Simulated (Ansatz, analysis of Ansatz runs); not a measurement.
# Does V_Mg go to the (010) surface of MgH2?, part 3 of 3

Question: does neutral V_Mg prefer the (010) surface of MgH2 or the inside, and by how much? The same defect is put at one site in each of several layers from the top towards the middle of one slab. Model: a cell of 96 host atoms with 1 Mg taken out.

Ansatz 0.2.0; plane-wave PAW DFT, PBEsol and LDA; a slab with vacuum, neutral defects.

So far. Step 3 (Does the supercell reconstruct?): Atoms end at most 0.01 Å from the small cell's positions, so the small cell's structure is at least a local minimum. Step 4 (The defect, layer by layer): Among the atoms that came to bonding distance: H67–H69 0.77 Å (from 2.74).

### 5. Energies and states

Level of this step: plane-wave PAW DFT, PBEsol, periodic cell with vacuum; single point of a neutral defect in a slab on the structure relaxed with PBEsol (Ansatz).

Single points on the relaxed structures give the energies, all at one sampling, and show where the defect's states lie.

The input, layer1_M0.point.pbesol/input.yaml:

```yaml
crystal:
  lattice:
    - [8.958144, 0.0, 0.0]
    - [0.0, 10.785244, 0.0]
    - [0.0, 0.0, 22.0]
  atoms:
    - { symbol: Mg, position: [0.27461027, 0.41308692, 0.33338956] }
    - { symbol: Mg, position: [0.50290187, 0.33177121, 0.44544609] }
[... 13 atom lines left out ...]
    - { symbol: H, position: [0.34113989, 0.45974212, 0.63578222] }
[... 5 atom lines left out ...]
    - { symbol: H, position: [0.40125037, 0.16748894, 0.6379268] }
[... 42 atom lines left out ...]
    - { symbol: H, position: [0.64976195, 0.26407268, 0.59799584] }
[... 1 atom line left out ...]
    - { symbol: H, position: [0.66243627, 0.23209697, 0.73176216] }
[... 1 atom line left out ...]
    - { symbol: H, position: [0.66227215, 0.27539194, 0.70394298] }
[... 25 atom lines left out ...]
    - { symbol: H, position: [0.61999677, 0.54764889, 0.59154446] }
basis:
  ecutwfc: 420
  xc_grid: 2
hamiltonian:
  xc: pbesol
kpoints:
  mp_grid: { grid: [1, 1, 1] }
scf:
  occupations: { method: fermi_dirac, width: 0.01 }
  max_iter: 100
output:
  forces: true
  eigenvalues: true
  eigenstates: { localisation: true }
  populations: true
  write_density: true
  write_potential: true
  volumetric_format: npy
checkpoint:
  write: "../layer1_M0.point.pbesol.run"
  compress: false
  write_wavefunctions: false
  write_every: 100000
```

Started as:

```bash
$ ansatz run input.yaml --threads 8 --pin off --max-ram 18841MiB --backend cpu --events-out ev --progress --plain --runs-dir out
```

Numbers of over 12 decimals in the logs are rounded to 6 here.

What it wrote:

```text
[...]
Crystal: 95 atoms, lattice volume = 2125.547 Å³
Basis set: ecut = 420 eV, 41501 PW (Γ), exchange–correlation on 120×150×300 points (8 copies of the dense FFT grid, shifted against one another)
Bands: 282, of which v1, the nominal top of the filled ones, is band 187 counted from 1 (186 counted from 0)
Symmetry: 1 space group operations
[...]
k-points: 1
[...]
SCF iter   1: F=—  HF=-60282.659327 eV  |F-HF|=—  |Δ(HF+E_count)|=         —  Δρ=4.24e-3  dr2=3.56e-1  ethr=1.77e-3  ⟨swp⟩=8.0  Hψ=1301  notcnv=0  defer=67
[...]
SCF iter   7: F=-60282.540399 eV  HF=-60282.540399 eV  |F-HF|=1.26e-8  |Δ(HF+E_count)|=   7.39e-7  Δρ=7.97e-7  dr2=2.65e-8  ethr=2.67e-11  ⟨swp⟩=23.0  Hψ=2528  notcnv=0
SCF 1 converged in 7 iterations: F = -60282.540399 eV  dr2 = 2.65e-8
[...]
WARN: The output density's exchange-correlation potential varies sharply where the density is thin. Do not read a vacuum level from v_tot or v_xc, or from such a field of the output density. [...]
SCF converged after 7 iterations
Free energy (F): -60282.540399 eV
[...]
Internal energy: -60282.540399 eV  (E = F + TS)
E sigma→0 (E₀):  -60282.540399 eV
Fermi energy:    -0.401644 eV
[...]
--- Forces (eV/Å), atoms counted from 1 ---
  atom   1  Mg    -0.00001565    -0.00013848     0.00002147
  atom   2  Mg     0.00013882    -0.00196537     0.00196432
  [... 4 atoms left out ...]
  atom   7  Mg     0.00308602    -0.00190941     0.00356655
  [... 8 atoms left out ...]
  atom  16  H     -0.00083717    -0.00015226     0.00000582
  [... 5 atoms left out ...]
  atom  22  H      0.00225474    -0.00106621    -0.00192030
  [... 29 atoms left out ...]
  atom  52  Mg    -0.00425737     0.00055521     0.00353070
  [... 1 atom left out ...]
  atom  54  Mg    -0.00232920    -0.00563337     0.00709620
  [... 9 atoms left out ...]
  atom  64  H      0.00343002    -0.00306001     0.00199517
  atom  65  H     -0.00097492     0.01116849    -0.00937542
  [... 1 atom left out ...]
  atom  67  H     -0.00021404     0.01117297    -0.01665107
  [... 1 atom left out ...]
  atom  69  H      0.00174766    -0.00949406     0.01785827
  [... 25 atoms left out ...]
  atom  95  H      0.00122027    -0.00032513    -0.00008953
  max |Σ_I F_I| component: 9.91e-5 eV/Å
--- Band table (eV) ---
[...]
--- Löwdin populations: 95 sites ---
  site symbol       q [e]
     0     Mg      8.5822
     1     Mg      8.5772
  [... 4 atoms left out ...]
     6     Mg      8.5797
  [... 8 atoms left out ...]
    15      H      1.6402
  [... 5 atoms left out ...]
    21      H      1.6448
  [... 29 atoms left out ...]
    51     Mg      8.5846
  [... 1 atom left out ...]
    53     Mg      8.5663
  [... 9 atoms left out ...]
    63      H      1.6555
    64      H      1.6578
  [... 1 atom left out ...]
    66      H      0.9681
  [... 1 atom left out ...]
    68      H      0.9774
  [... 25 atoms left out ...]
    94      H      1.6645
  spilling = 0.007741 (of n_electrons = 374.000000)
```

Wall time 13 s (8 threads of Arm Neoverse V1, shared host); peak memory 2 GiB.

The column dr2 measures how far the density is from self-consistency, as an energy; F and HF (Harris–Foulkes) agree once it is small.

States next to the filling edge at the first k-point, on the run's own zero (eigenstates.tsv). The participation number counts the atoms that a state is spread over, of 95; bands count from 0.

```csv
spin,band,energy (eV),occupation,participation,largest share on,share
both,181,-2.536,2.00,28.7,H65,0.12
both,182,-2.467,2.00,13.6,H12,0.10
both,183,-2.363,2.00,28.3,H22,0.12
both,184,-2.252,2.00,12.9,H16,0.24
both,185,-1.985,2.00,11.9,H19,0.15
both,186,-1.842,2.00,20.5,H58,0.08
both,187,1.039,0.00,52.3,Mg1,0.03
both,188,1.259,0.00,44.3,Mg77,0.05
both,189,1.409,0.00,58.7,Mg54,0.05
both,190,1.645,0.00,65.0,Mg54,0.03
both,191,1.831,0.00,54.9,Mg78,0.05
```

Under PBEsol, periodic cell with vacuum at the zone centre alone, the highest filled state is spread over 21 of 95 atoms, and the lowest empty one, 2.88 eV above it, is spread over 52 of 95 atoms.

Valence electrons by atom (Löwdin), nearest atoms first, with the excess over far atoms of the same element, which can also hold differences between inequivalent host sites (the log counts sites from 0):

```csv
atom,distance from the centre (Å),electrons,excess
H69,1.63,0.977,-0.688
H65,2.04,1.658,-0.007
H16,2.21,1.640,-0.025
H67,2.21,0.968,-0.697
H22,2.22,1.645,-0.020
H95,2.94,1.664,-0.001
Mg7,2.95,8.580,-0.001
H64,3.05,1.656,-0.009
```

Valence density in the ca plane at fractional y = 0.337, through the centre, with atoms of Mg and H within 0.45 Å of it. It is the smooth field of the valence electrons, not physical close to the nuclei.

Values in units of 1e0 e/Å³, 13 rows by 16 columns, each cell a mean:
```
0.1 0.1 0.1 2.2 2.8 0.3 0.1 0.1 0.6 0.3 0.0 0.0 0.0 0.0 0.0 0.0
0.2 0.2 0.1 0.1 0.1 0.6 0.2 0.1 0.1 0.0 0.0 0.0 0.0 0.0 0.0 0.0
0.2 0.2 0.1 0.1 0.0 0.2 0.2 0.1 0.1 0.0 0.0 0.0 0.0 0.0 0.0 0.0
0.1 0.1 0.1 0.0 0.0 0.1 0.3 0.1 0.0 0.1 0.0 0.0 0.0 0.0 0.0 0.0
0.0 0.2 0.4 0.1 0.1 0.1 0.1 0.2 0.0 0.1 0.1 0.0 0.0 0.0 0.0 0.0
0.0 0.2 0.5 1.5 2.0 0.1 0.1 0.1 0.0 0.0 0.0 0.0 0.0 0.0 0.0 0.0
0.0 0.1 0.1 5.6 7.7 0.2 0.1 0.0 0.0 0.0 0.0 0.0 0.0 0.0 0.0 0.0
0.1 0.1 0.1 0.3 0.4 0.6 0.2 0.0 0.0 0.0 0.0 0.0 0.0 0.0 0.0 0.0
0.2 0.2 0.1 0.1 0.1 0.3 0.2 0.0 0.0 0.0 0.0 0.0 0.0 0.0 0.0 0.0
0.1 0.2 0.1 0.0 0.0 0.1 0.1 0.1 0.0 0.0 0.0 0.0 0.0 0.0 0.0 0.0
0.0 0.1 0.2 0.1 0.1 0.1 0.2 0.3 0.1 0.1 0.0 0.0 0.0 0.0 0.0 0.0
0.0 0.2 0.6 0.2 0.2 0.1 0.3 0.6 1.1 0.6 0.0 0.0 0.0 0.0 0.0 0.0
0.0 0.1 0.3 5.4 6.9 0.1 0.1 0.2 7.7 3.9 0.0 0.0 0.0 0.0 0.0 0.0
```
Columns run along c (16.0 Å, from fractional 0.27 to 1.00 of the cell), rows up along a (9.0 Å). Atoms in or near the plane, at fractional coordinates: Mg at (0.45, 0.50), H at (0.36, 0.10), H at (0.59, 0.11), H at (0.52, 0.39), Mg at (0.44, 0.00), Mg at (0.67, 0.03), H at (0.37, 0.60), H at (0.52, 0.89).

Electrostatic potential energy in the ca plane at fractional y = 0.337, through the centre, with atoms of Mg and H within 0.45 Å of it. With pseudopotentials it is smooth inside the atoms' cores, unlike the true potential.

Ten even steps from '0' (-26 eV) to '9' (4 eV), each cell a mean:
```
99999998610006889999875102578999999999999999
99999998752257757999987656788999999999999999
99888888887778615888998888889999999999999999
98877788998899867778899999999999999999999999
98765678999999987657899999999999999999999999
98764578999999976335799999999999999999999999
98766678999999876336799999899999999999999999
98887788999999987667899998889999999999999999
99988648887788988788899998889999999999999999
99998406764367898889999999999999999999999999
99999767620016899999999999999999999999999999
99999998610005899999999999999999999999999999
99999998610005889999999999999999999999999999
99999998752247746899999999999999999999999999
99888888877778714889999999999999999999999999
98877788998889877788999999999999999999999999
98765678999999987667899999999999999999999999
98754578999999987667899999999999999999999999
98766688999999987667899999999999999999999999
98887788999999988777888888999999999999999999
99988648887788998873487666899999999999999999
99998406764457899983475212689999999999999999
99999867620016899998873000478999999999999999
99999998600005899999873000378999999999999999
```
Columns run along c (16.0 Å, from fractional 0.27 to 1.00 of the cell; values clipped at the 3rd and 97th percentile), rows up along a (9.0 Å). Atoms in or near the plane, at fractional coordinates: Mg at (0.45, 0.50), H at (0.36, 0.10), H at (0.59, 0.11), H at (0.52, 0.39), Mg at (0.44, 0.00), Mg at (0.67, 0.03), H at (0.37, 0.60), H at (0.52, 0.89).

Against the clean slab and Mg (hcp):

```csv
layer,depth (Å),total moment (μB),formation energy (eV),against the deepest layer (eV)
1,0.86,0,0.99,-4.23
1,0.86,2,3.10,-2.12
2,3.30,0,5.22,0.00
2,3.30,2,5.30,0.08
```

### 6. The same structures under LDA

LDA on the same structures tests whether the order of the layers belongs to the functional.

layer1_M0.point.lda/input.yaml, as its differences from layer1_M0.point.pbesol/input.yaml of step 5:

```diff
@@ -24,3 +24,3 @@
 hamiltonian:
-  xc: pbesol
+  xc: lda
 kpoints:
@@ -29,3 +29,3 @@
   occupations: { method: fermi_dirac, width: 0.01 }
-  max_iter: 100
+  max_iter: 80
 output:
@@ -35,7 +35,4 @@
   populations: true
-  write_density: true
-  write_potential: true
-  volumetric_format: npy
 checkpoint:
-  write: "../layer1_M0.point.pbesol.run"
+  write: "../layer1_M0.point.lda.run"
   compress: false
```

What it wrote:

```text
[...]
Crystal: 95 atoms, lattice volume = 2125.547 Å³
Basis set: ecut = 420 eV, 41501 PW (Γ), exchange–correlation on 120×150×300 points (8 copies of the dense FFT grid, shifted against one another)
Bands: 282, of which v1, the nominal top of the filled ones, is band 187 counted from 1 (186 counted from 0)
Symmetry: 1 space group operations
[...]
k-points: 1
[...]
SCF iter   1: F=—  HF=-59958.449863 eV  |F-HF|=—  |Δ(HF+E_count)|=         —  Δρ=7.78e-3  dr2=9.49e-1  ethr=1.77e-3  ⟨swp⟩=7.0  Hψ=1184  notcnv=0  defer=83
[...]
SCF iter   7: F=-59958.010614 eV  HF=-59958.010614 eV  |F-HF|=2.57e-9  |Δ(HF+E_count)|=   8.27e-7  Δρ=1.04e-6  dr2=3.96e-8  ethr=2.67e-11  ⟨swp⟩=18.0  Hψ=2051  notcnv=0
SCF 1 converged in 7 iterations: F = -59958.010614 eV  dr2 = 3.96e-8
[...]
SCF converged after 7 iterations
Free energy (F): -59958.010614 eV
[...]
[... 9 atoms left out ...]
  atom  64  H      0.00611452    -0.00676929    -0.02323758
  atom  65  H     -0.00168776     0.02179187    -0.03833102
  [... 1 atom left out ...]
  atom  67  H      0.00758640    -0.17594829     0.16259336
  [... 1 atom left out ...]
  atom  69  H      0.01198049     0.14272917    -0.24198653
  [... 25 atoms left out ...]
  atom  95  H      0.01989327     0.03389834    -0.00805094
  max |Σ_I F_I| component: 5.30e-5 eV/Å
--- Band table (eV) ---
[...]
--- Löwdin populations: 95 sites ---
  site symbol       q [e]
     0     Mg      8.5991
     1     Mg      8.5909
  [... 4 atoms left out ...]
     6     Mg      8.5929
  [... 8 atoms left out ...]
    15      H      1.6296
  [... 5 atoms left out ...]
    21      H      1.6336
  [... 29 atoms left out ...]
    51     Mg      8.6001
  [... 1 atom left out ...]
    53     Mg      8.5828
  [... 9 atoms left out ...]
    63      H      1.6437
    64      H      1.6473
  [... 1 atom left out ...]
    66      H      0.9690
  [... 1 atom left out ...]
    68      H      0.9808
  [... 25 atoms left out ...]
    94      H      1.6546
  spilling = 0.008178 (of n_electrons = 374.000000)
[key lines of the parts left out:]
Fermi energy:    -0.598727 eV
```

Elapsed: 11 s, on 8 threads; peak memory 1.8 GiB.

Against the clean slab and Mg (hcp):

```csv
layer,depth (Å),total moment (μB),formation energy (eV),against the deepest layer (eV)
1,0.86,0,1.14,-4.10
1,0.86,2,3.45,-1.79
2,3.30,0,5.24,0.00
2,3.30,2,5.35,0.11
```

The highest layer obtained now stands −4.10 eV from the deepest, against −4.23 eV before.

### 7. Outcome

| Item | Value |
| --- | --- |
| highest less deepest of the layers obtained (PBEsol) | -4.23 eV |
| layer of the lowest energy (PBEsol), structures unlike | 1 |
| highest less deepest of the layers obtained (LDA) | -4.10 eV |
| layer of the lowest energy (LDA), structures unlike | 1 |

What this shows: Under PBEsol V_Mg is 4.23 eV lower in layer 1 than in layer 2, 3.3 Å down. But host atoms moved by over 1.2 Å in layer 1 at 0 μB (2.7 Å) and layer 1 at 2 μB (4.3 Å): the surface or the defect's shell rebuilt itself there, so the layers are not compared like for like and these differences are no segregation energies. The functionals give the same layer as lowest. The clean slab's gap at this sampling is 2.87 eV. Limits: neutral states alone; one site a layer, which need not be the same crystallographic site in every layer, at most four layers; one defect on one side of the slab, 9.0 Å from its images and with no dipole correction; the deepest layer of so thin a slab is not yet bulk, and the thickness was not varied; the in-plane lattice is the database's, not relaxed here; no adsorbates, no temperature.

[Logs are printed without paths, hosts, clocks, repeated set-up lines and the standing remarks that a program may print on its own settings, such as how far it seeks lower states.]

[Hosts, paths, dates, database ids (printed as entryN), source tags and the programs' standing remarks are cut or masked in the printed files.]

[Maps of the electrostatic potential energy from Ansatz leave out the sawtooth potential of an applied field or a dipole correction, so their vacuum need not be flat.]
